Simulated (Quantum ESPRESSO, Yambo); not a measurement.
# Quasiparticle gap of CuBiSeO (P4/nmm) in Yambo, part 2 of 3

How does a plane-wave GW calculation on CuBiSeO (P4/nmm) run from the first input to the gap?

Quantum ESPRESSO 7.5 and Yambo 5.3.0; LDA and many-body steps on it, plane waves. Known limits of the many-body steps: not at the basis limit; model gap, bands may invert with spin-orbit coupling; d shell near the gap, gap tends to lie low; no spin-orbit coupling; coarse k mesh.

So far. Step 2 (Ground state): The gap is indirect, with the least direct gap 0.05 eV higher.

In doubt: a PseudoDojo file used here is known to give poor structures and forces, which bears on pressures, cells, forces and phonons.

### Step 3. Bands along the symmetry lines

Level of this step: DFT, LDA, plane waves, norm-conserving pseudopotentials (Quantum ESPRESSO).

The cheap functional maps the bands first; the places of the edges decide which points the dearer methods must see.

pw.in

```
&control
  calculation = 'bands'
  prefix = 'x'
  outdir = 'o'
  pseudo_dir = 'pseudo'
/
&system
  ibrav = 0
  nat = 8
  ntyp = 4
  ecutwfc = 104.0
  nbnd = 78
  force_symmorphic = .true.
/
&electrons
  conv_thr = 1e-9
  electron_maxstep = 80
  diago_full_acc = .true.
  diago_thr_init = 5e-6
/
ATOMIC_SPECIES
  Cu 63.546 Cu.upf
  Bi 208.98 Bi.upf
  Se 78.971 Se.upf
  O 15.999 O.upf
CELL_PARAMETERS angstrom
  3.9221000000 0.0000000000 0.0000000000
  0.0000000000 3.9221000000 0.0000000000
  0.0000000000 0.0000000000 8.9133000000
ATOMIC_POSITIONS crystal
  Cu 0.0000000000 0.0000000000 0.5000000000
  Cu 0.5000000000 0.5000000000 0.5000000000
  Bi 0.0000000000 0.5000000000 0.8601790000
  Bi 0.5000000000 0.0000000000 0.1398210000
  Se 0.5000000000 0.0000000000 0.6728240000
  Se 0.0000000000 0.5000000000 0.3271760000
  O 0.5000000000 0.5000000000 0.0000000000
  O 0.0000000000 0.0000000000 0.0000000000
K_POINTS crystal
  75
  0.00000000 0.00000000 0.00000000 1
  0.00000000 0.06250000 0.00000000 1
  0.00000000 0.12500000 0.00000000 1
  0.00000000 0.18750000 0.00000000 1
  0.00000000 0.25000000 0.00000000 1
  0.00000000 0.31250000 0.00000000 1
  0.00000000 0.37500000 0.00000000 1
  0.00000000 0.43750000 0.00000000 1
  0.00000000 0.50000000 0.00000000 1
  0.06250000 0.50000000 0.00000000 1
  0.12500000 0.50000000 0.00000000 1
  0.18750000 0.50000000 0.00000000 1
  0.25000000 0.50000000 0.00000000 1
  0.31250000 0.50000000 0.00000000 1
  0.37500000 0.50000000 0.00000000 1
  0.43750000 0.50000000 0.00000000 1
  0.50000000 0.50000000 0.00000000 1
  0.43750000 0.43750000 0.00000000 1
  0.37500000 0.37500000 0.00000000 1
  0.31250000 0.31250000 0.00000000 1
  0.25000000 0.25000000 0.00000000 1
  0.18750000 0.18750000 0.00000000 1
  0.12500000 0.12500000 0.00000000 1
  0.06250000 0.06250000 0.00000000 1
  0.00000000 0.00000000 0.00000000 1
  0.00000000 0.00000000 0.06250000 1
  0.00000000 0.00000000 0.12500000 1
  0.00000000 0.00000000 0.18750000 1
  0.00000000 0.00000000 0.25000000 1
  0.00000000 0.00000000 0.31250000 1
  0.00000000 0.00000000 0.37500000 1
  0.00000000 0.00000000 0.43750000 1
  0.00000000 0.00000000 0.50000000 1
  0.00000000 0.06250000 0.50000000 1
  0.00000000 0.12500000 0.50000000 1
  0.00000000 0.18750000 0.50000000 1
  0.00000000 0.25000000 0.50000000 1
  0.00000000 0.31250000 0.50000000 1
  0.00000000 0.37500000 0.50000000 1
  0.00000000 0.43750000 0.50000000 1
  0.00000000 0.50000000 0.50000000 1
  0.06250000 0.50000000 0.50000000 1
  0.12500000 0.50000000 0.50000000 1
  0.18750000 0.50000000 0.50000000 1
  0.25000000 0.50000000 0.50000000 1
  0.31250000 0.50000000 0.50000000 1
  0.37500000 0.50000000 0.50000000 1
  0.43750000 0.50000000 0.50000000 1
  0.50000000 0.50000000 0.50000000 1
  0.43750000 0.43750000 0.50000000 1
  0.37500000 0.37500000 0.50000000 1
  0.31250000 0.31250000 0.50000000 1
  0.25000000 0.25000000 0.50000000 1
  0.18750000 0.18750000 0.50000000 1
  0.12500000 0.12500000 0.50000000 1
  0.06250000 0.06250000 0.50000000 1
  0.00000000 0.00000000 0.50000000 1
  0.00000000 0.50000000 0.00000000 1
  0.00000000 0.50000000 0.06250000 1
  0.00000000 0.50000000 0.12500000 1
  0.00000000 0.50000000 0.18750000 1
  0.00000000 0.50000000 0.25000000 1
  0.00000000 0.50000000 0.31250000 1
  0.00000000 0.50000000 0.37500000 1
  0.00000000 0.50000000 0.43750000 1
  0.00000000 0.50000000 0.50000000 1
  0.50000000 0.50000000 0.00000000 1
  0.50000000 0.50000000 0.06250000 1
  0.50000000 0.50000000 0.12500000 1
  0.50000000 0.50000000 0.18750000 1
  0.50000000 0.50000000 0.25000000 1
  0.50000000 0.50000000 0.31250000 1
  0.50000000 0.50000000 0.37500000 1
  0.50000000 0.50000000 0.43750000 1
  0.50000000 0.50000000 0.50000000 1
```

Started as:

```console
$ OMP_NUM_THREADS=1 mpirun -n 4 pw.x -nk 4 -in pw.in > pw.out
```

The program printed:

```text
[banner, memory and clock lines left out]
Program PWSCF v.7.5 starts

     Atomic positions and unit cell read from directory:
     o/x.save/

     Message from routine setup:
     using ibrav=0 with symmetry is DISCOURAGED, use correct ibrav instead

     G-vector sticks info

     bravais-lattice index     =            0
     lattice parameter (alat)  =       7.4117  a.u.
     unit-cell volume          =     925.2785 (a.u.)^3
     number of atoms/cell      =            8
     number of atomic types    =            4
     number of electrons       =       144.00
     number of Kohn-Sham states=           78
     kinetic-energy cutoff     =     104.0000  Ry
     charge density cutoff     =     416.0000  Ry
     Exchange-correlation= SLA  PW   NOGX NOGC
                           (   1   4   0   0   0   0   0)

     celldm(1)=   7.411695  celldm(2)=   0.000000  celldm(3)=   0.000000
     celldm(4)=   0.000000  celldm(5)=   0.000000  celldm(6)=   0.000000

     crystal axes: (cart. coord. in units of alat)
               a(1) = (   1.000000   0.000000   0.000000 )
               a(2) = (   0.000000   1.000000   0.000000 )
               a(3) = (   0.000000   0.000000   2.272584 )

     reciprocal axes: (cart. coord. in units 2 pi/alat)
               b(1) = (  1.000000  0.000000  0.000000 )
               b(2) = (  0.000000  1.000000  0.000000 )
               b(3) = (  0.000000  0.000000  0.440028 )
     Pseudo is Norm-conserving + core correction, Zval = 19.0
     Generated using ONCVPSP code by D. R. Hamann
     Using radial grid of 1456 points,  6 beta functions with:
     Pseudo is Norm-conserving + core correction, Zval = 23.0
     Generated using ONCVPSP code by D. R. Hamann
     Using radial grid of 1454 points,  6 beta functions with:
     Pseudo is Norm-conserving + core correction, Zval = 24.0
     Generated using ONCVPSP code by D. R. Hamann
     Using radial grid of 1198 points,  6 beta functions with:
     Pseudo is Norm-conserving + core correction, Zval =  6.0
     Generated using ONCVPSP code by D. R. Hamann
     Using radial grid of  926 points,  5 beta functions with:
     Cu               19.00    63.54600     Cu( 1.00)
     Bi               23.00   208.98000     Bi( 1.00)
     Se               24.00    78.97100     Se( 1.00)
     O                 6.00    15.99900     O ( 1.00)

      8 Sym. Ops. (no inversion) found

   Cartesian axes

     site n.     atom                  positions (alat units)
         1        Cu     tau(   1) = (   0.0000000   0.0000000   1.1362918  )
         2        Cu     tau(   2) = (   0.5000000   0.5000000   1.1362918  )
         3        Bi     tau(   3) = (   0.0000000   0.5000000   1.9548287  )
         4        Bi     tau(   4) = (   0.5000000   0.0000000   0.3177549  )
         5        Se     tau(   5) = (   0.5000000   0.0000000   1.5290488  )
         6        Se     tau(   6) = (   0.0000000   0.5000000   0.7435348  )
         7        O      tau(   7) = (   0.5000000   0.5000000   0.0000000  )
         8        O      tau(   8) = (   0.0000000   0.0000000   0.0000000  )

     number of k points=    75
                       cart. coord. in units 2pi/alat
        k(    1) = (   0.0000000   0.0000000   0.0000000), wk =   0.0266667
        k(    2) = (   0.0000000   0.0625000   0.0000000), wk =   0.0266667
        k(    3) = (   0.0000000   0.1250000   0.0000000), wk =   0.0266667
[...]
[... 63 further rows ...]
        k(   74) = (   0.5000000   0.5000000   0.1925122), wk =   0.0266667
        k(   75) = (   0.5000000   0.5000000   0.2200139), wk =   0.0266667

     Dense  grid:   132553 G-vectors     FFT dimensions: (  50,  50, 120)

     The potential is recalculated from file :
     o/x.save/charge-density

     Starting wfcs are   80 randomized atomic wfcs

     Band Structure Calculation

     End of band structure calculation

          k = 0.0000 0.0000 0.0000 ( 16471 PWs)   bands (ev):

  -193.3307-193.3307-140.6245-140.6245-133.3793-133.3793-133.3700-133.3700
  -133.3700-133.3700 -97.3602 -97.3573 -78.5723 -78.5720 -78.5612 -78.5612
   -78.5611 -78.5611 -55.2443 -55.2443 -55.2238 -55.2238 -55.2038 -55.2001
   -34.0859 -34.0859 -34.0859 -34.0859 -34.0849 -34.0849 -34.0762 -34.0760
   -34.0739 -34.0738 -10.0892  -9.8966  -9.8966  -9.8864  -9.8783  -9.8445
[...]
13.9673  14.5538  16.8559  16.8560  17.0786  17.7012

          k = 0.0000 0.0625 0.0000 ( 16506 PWs)   bands (ev):

  -193.3307-193.3307-140.6246-140.6245-133.3793-133.3793-133.3700-133.3700
  -133.3700-133.3700 -97.3602 -97.3573 -78.5723 -78.5720 -78.5612 -78.5612
[...]
14.1426  14.6739  16.5242  16.8340  17.1911  17.4596

          k = 0.0000 0.1250 0.0000 ( 16506 PWs)   bands (ev):

  -193.3307-193.3307-140.6245-140.6245-133.3793-133.3793-133.3700-133.3700
  -133.3700-133.3700 -97.3601 -97.3574 -78.5723 -78.5720 -78.5612 -78.5612
[...]
14.5343  14.9374  16.0201  16.7704  17.0222  17.5194

[...]
k = 0.5000 0.5000 0.1925 ( 16592 PWs)   bands (ev):

  -193.3307-193.3307-140.6245-140.6245-133.3793-133.3793-133.3700-133.3700
  -133.3700-133.3700 -97.3587 -97.3587 -78.5721 -78.5721 -78.5613 -78.5613
[...]
15.2620  15.2620  16.2861  16.2861  16.6445  16.6445

          k = 0.5000 0.5000 0.2200 ( 16584 PWs)   bands (ev):

  -193.3307-193.3307-140.6245-140.6245-133.3793-133.3793-133.3700-133.3700
  -133.3700-133.3700 -97.3587 -97.3587 -78.5721 -78.5721 -78.5613 -78.5613
[...]
9.3013   9.3013  10.2665  10.2665  10.9114  10.9114  11.0935  11.0935
    11.4641  11.4641  11.6645  11.6645  11.8679  11.8679  12.6318  12.6318
    15.3430  15.3430  16.1941  16.1941  16.6586  16.6586

     XML data file, pseudopotentials, collected wavefunctions
```

Run time: 1.8 min. Hardware: 4 MPI ranks of Intel Xeon 6975P-C (Granite Rapids), shared host; peak memory 0.91 GiB; 7.2 min of CPU time.

This step gave:

```yaml
gap: 0.1215 eV
k_of_the_valence_top: 0.1875, 0.1875, 0
k_of_the_conduction_bottom: 0, 0, 0.5
least_direct_gap: 0.1595 eV
```

The gap is 0.121 eV, +0.008 eV from the run before at this level.

The electronic bands at the labelled points (eV, zero at the top of the highest filled band):

```tsv
point	band 69	band 70	band 71	band 72	band 73	band 74	band 75	band 76
Γ	-1.24	-0.80	-0.40	-0.40	0.28	0.86	3.17	3.17
halfway	-0.86	-0.62	-0.40	-0.21	1.37	1.81	2.09	2.73
X	-0.66	-0.66	-0.25	-0.25	1.81	1.81	2.96	2.96
halfway	-1.38	-1.38	-1.01	-1.01	1.96	1.96	2.56	2.56
M	-1.82	-1.82	-1.25	-1.25	0.64	0.64	2.60	2.60
halfway	-1.12	-1.11	-0.74	-0.45	1.40	2.09	2.61	2.74
Γ	-1.24	-0.80	-0.40	-0.40	0.28	0.86	3.17	3.17
halfway	-1.24	-0.83	-0.22	-0.22	0.33	0.52	2.71	2.71
Z	-1.24	-0.79	-0.04	-0.04	0.12	0.41	2.38	2.38
halfway	-0.97	-0.87	-0.60	0.00	1.57	1.85	2.63	2.77
R	-0.59	-0.59	-0.27	-0.27	1.65	1.65	3.04	3.04
halfway	-1.37	-1.37	-0.76	-0.76	1.29	1.29	3.18	3.18
A	-1.82	-1.82	-1.06	-1.06	1.65	1.65	2.50	2.50
halfway	-1.26	-1.07	-0.98	-0.31	1.26	2.32	2.50	3.23
Z	-1.24	-0.79	-0.04	-0.04	0.12	0.41	2.38	2.38
jump to X	-0.66	-0.66	-0.25	-0.25	1.81	1.81	2.96	2.96
halfway	-0.62	-0.62	-0.26	-0.26	1.73	1.73	3.00	3.00
R	-0.59	-0.59	-0.27	-0.27	1.65	1.65	3.04	3.04
jump to M	-1.82	-1.82	-1.25	-1.25	0.64	0.64	2.60	2.60
halfway	-1.82	-1.82	-1.13	-1.13	1.01	1.01	2.78	2.78
A	-1.82	-1.82	-1.06	-1.06	1.65	1.65	2.50	2.50
```

### Step 4. Empty states on the mesh, 4×4×1 mesh, 274 bands

The sums over transitions need many empty states on a uniform mesh; this step solves for them.

pw.in

```
&control
  calculation = 'nscf'
  prefix = 'x'
  outdir = 'o'
  pseudo_dir = 'pseudo'
/
&system
  ibrav = 0
  nat = 8
  ntyp = 4
  ecutwfc = 104.0
  nbnd = 274
  force_symmorphic = .true.
/
&electrons
  conv_thr = 1e-9
  electron_maxstep = 80
  diago_full_acc = .true.
  diago_thr_init = 5e-6
/
ATOMIC_SPECIES
  Cu 63.546 Cu.upf
  Bi 208.98 Bi.upf
  Se 78.971 Se.upf
  O 15.999 O.upf
CELL_PARAMETERS angstrom
  3.9221000000 0.0000000000 0.0000000000
  0.0000000000 3.9221000000 0.0000000000
  0.0000000000 0.0000000000 8.9133000000
ATOMIC_POSITIONS crystal
  Cu 0.0000000000 0.0000000000 0.5000000000
  Cu 0.5000000000 0.5000000000 0.5000000000
  Bi 0.0000000000 0.5000000000 0.8601790000
  Bi 0.5000000000 0.0000000000 0.1398210000
  Se 0.5000000000 0.0000000000 0.6728240000
  Se 0.0000000000 0.5000000000 0.3271760000
  O 0.5000000000 0.5000000000 0.0000000000
  O 0.0000000000 0.0000000000 0.0000000000
K_POINTS automatic
  4 4 1 0 0 0
```

The program printed:

```text
[banner, memory and clock lines left out]
Program PWSCF v.7.5 starts

     Atomic positions and unit cell read from directory:
     o/x.save/

     Message from routine setup:
     using ibrav=0 with symmetry is DISCOURAGED, use correct ibrav instead

     G-vector sticks info

     bravais-lattice index     =            0
     lattice parameter (alat)  =       7.4117  a.u.
     unit-cell volume          =     925.2785 (a.u.)^3
     number of atoms/cell      =            8
     number of atomic types    =            4
     number of electrons       =       144.00
     number of Kohn-Sham states=          274
     kinetic-energy cutoff     =     104.0000  Ry
     charge density cutoff     =     416.0000  Ry
     Exchange-correlation= SLA  PW   NOGX NOGC
                           (   1   4   0   0   0   0   0)

     celldm(1)=   7.411695  celldm(2)=   0.000000  celldm(3)=   0.000000
     celldm(4)=   0.000000  celldm(5)=   0.000000  celldm(6)=   0.000000

     crystal axes: (cart. coord. in units of alat)
               a(1) = (   1.000000   0.000000   0.000000 )
               a(2) = (   0.000000   1.000000   0.000000 )
               a(3) = (   0.000000   0.000000   2.272584 )

     reciprocal axes: (cart. coord. in units 2 pi/alat)
               b(1) = (  1.000000  0.000000  0.000000 )
               b(2) = (  0.000000  1.000000  0.000000 )
               b(3) = (  0.000000  0.000000  0.440028 )
     Pseudo is Norm-conserving + core correction, Zval = 19.0
     Generated using ONCVPSP code by D. R. Hamann
     Using radial grid of 1456 points,  6 beta functions with:
     Pseudo is Norm-conserving + core correction, Zval = 23.0
     Generated using ONCVPSP code by D. R. Hamann
     Using radial grid of 1454 points,  6 beta functions with:
     Pseudo is Norm-conserving + core correction, Zval = 24.0
     Generated using ONCVPSP code by D. R. Hamann
     Using radial grid of 1198 points,  6 beta functions with:
     Pseudo is Norm-conserving + core correction, Zval =  6.0
     Generated using ONCVPSP code by D. R. Hamann
     Using radial grid of  926 points,  5 beta functions with:
     Cu               19.00    63.54600     Cu( 1.00)
     Bi               23.00   208.98000     Bi( 1.00)
     Se               24.00    78.97100     Se( 1.00)
     O                 6.00    15.99900     O ( 1.00)

      8 Sym. Ops. (no inversion) found

   Cartesian axes

     site n.     atom                  positions (alat units)
         1        Cu     tau(   1) = (   0.0000000   0.0000000   1.1362918  )
         2        Cu     tau(   2) = (   0.5000000   0.5000000   1.1362918  )
         3        Bi     tau(   3) = (   0.0000000   0.5000000   1.9548287  )
         4        Bi     tau(   4) = (   0.5000000   0.0000000   0.3177549  )
         5        Se     tau(   5) = (   0.5000000   0.0000000   1.5290488  )
         6        Se     tau(   6) = (   0.0000000   0.5000000   0.7435348  )
         7        O      tau(   7) = (   0.5000000   0.5000000   0.0000000  )
         8        O      tau(   8) = (   0.0000000   0.0000000   0.0000000  )

     number of k points=     6
                       cart. coord. in units 2pi/alat
        k(    1) = (   0.0000000   0.0000000   0.0000000), wk =   0.1250000
        k(    2) = (   0.0000000   0.2500000   0.0000000), wk =   0.5000000
        k(    3) = (   0.0000000  -0.5000000   0.0000000), wk =   0.2500000
        k(    4) = (   0.2500000   0.2500000   0.0000000), wk =   0.5000000
        k(    5) = (   0.2500000  -0.5000000   0.0000000), wk =   0.5000000
        k(    6) = (  -0.5000000  -0.5000000   0.0000000), wk =   0.1250000

     Dense  grid:   132553 G-vectors     FFT dimensions: (  50,  50, 120)

     The potential is recalculated from file :
     o/x.save/charge-density

     Starting wfcs are   80 randomized atomic wfcs +  194 random wfcs

     Band Structure Calculation

     End of band structure calculation

          k = 0.0000 0.0000 0.0000 ( 16471 PWs)   bands (ev):

  -193.3307-193.3307-140.6246-140.6245-133.3793-133.3793-133.3700-133.3700
  -133.3700-133.3700 -97.3602 -97.3573 -78.5723 -78.5720 -78.5612 -78.5612
   -78.5611 -78.5611 -55.2443 -55.2443 -55.2238 -55.2238 -55.2038 -55.2001
   -34.0859 -34.0859 -34.0859 -34.0859 -34.0849 -34.0849 -34.0762 -34.0760
   -34.0739 -34.0738 -10.0892  -9.8966  -9.8966  -9.8864  -9.8783  -9.8445
[...]
[... 23 further rows ...]
[...]
80.1845  80.1845

          k = 0.0000 0.2500 0.0000 ( 16562 PWs)   bands (ev):

  -193.3307-193.3307-140.6246-140.6245-133.3793-133.3793-133.3700-133.3700
  -133.3700-133.3700 -97.3598 -97.3577 -78.5722 -78.5721 -78.5613 -78.5612
[...]
[... 23 further rows ...]
[...]
78.5189  78.6085

          k = 0.0000-0.5000 0.0000 ( 16628 PWs)   bands (ev):

  -193.3307-193.3307-140.6245-140.6245-133.3793-133.3793-133.3700-133.3700
  -133.3700-133.3700 -97.3587 -97.3587 -78.5721 -78.5721 -78.5613 -78.5613
[...]
15.5050  15.5050  16.6533  16.6533  17.0254  17.0254  18.3417  18.3417
     [... 23 further rows ...]
    76.0293  76.0293  76.5776  76.5776  76.7253  76.7253  77.8031  77.8031
    78.4098  78.4099

          k = 0.2500 0.2500 0.0000 ( 16565 PWs)   bands (ev):

     [... further k-points ...]

     highest occupied, lowest unoccupied level (ev):    13.4832   13.9673

     XML data file, pseudopotentials, collected wavefunctions
```

Run time: 83 s. Hardware: 4 MPI ranks; peak memory 1.9 GiB; 5.1 min of CPU time.

Numbers from this step:

* gap: 0.4841 eV
* k of the valence top: 0, 0.25, 0
* k of the conduction bottom: 0, 0, 0
* least direct gap: 0.6743 eV
* k points computed: 6
* lowest point of the top converged band, above the valence top: 64.6599 eV

On this mesh the gap is 0.484 eV. The earlier step found 0.113 eV, so this mesh misses an edge.

[end of part 2 of 3]

[Paths, hosts, dates, memory and timing lines, banners, echoed tables and standing remarks are left out of the program output.]

[Logs are printed without paths, hosts, clocks, repeated set-up lines and the standing remarks that a program may print on its own settings, such as how far it seeks lower states.]

[Runs of the session that timed out or met a known fault of the program may be left out.]

[Hosts, paths, dates, database ids (printed as entryN), source tags and the programs' standing remarks are cut or masked in the printed files.]
